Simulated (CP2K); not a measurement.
Two runs for the C K edge of trimethylsilane. Run A: CP2K XAS_TDP, all-electron GAPW, PBEh(45%), aug-pc-1, TDA, no relativity. Run B differs in one setting.

First lines with a strength over 0.0015. A:

```tsv
atom	energy (eV)	states	strength, one atom
C1 (bonded to Si and 3 H), 3 alike	282.92	1	0.0026
	283.69	2	0.0342
	284.33	1	0.0044
	284.58	1	0.0040
	284.68	1	0.0110
```

B:

```tsv
atom	energy (eV)	states	strength, one atom
C1 (bonded to Si and 3 H), 3 alike	288.72	1	0.0026
	289.49	2	0.0335
	290.13	1	0.0043
	290.38	1	0.0039
	290.48	1	0.0108
```

Question: Which was it: scalar relativity switched on, the basis, the functional, GW2X switched on?

GW2X switched on. GW2X shifts an atom's lines together and keeps their spacings. Against PBEh(45%) in aug-pc-1, the leading line moves by +5.80 eV, to 289.49 eV.

[Banner, clock and machine lines of the logs are left out without a mark of their own.]

[Logs are printed without paths, hosts, clocks, repeated set-up lines and the standing remarks that a program may print on its own settings, such as how far it seeks lower states.]

[Hosts, paths, dates, database ids (printed as entryN), source tags and the programs' standing remarks are cut or masked in the printed files.]
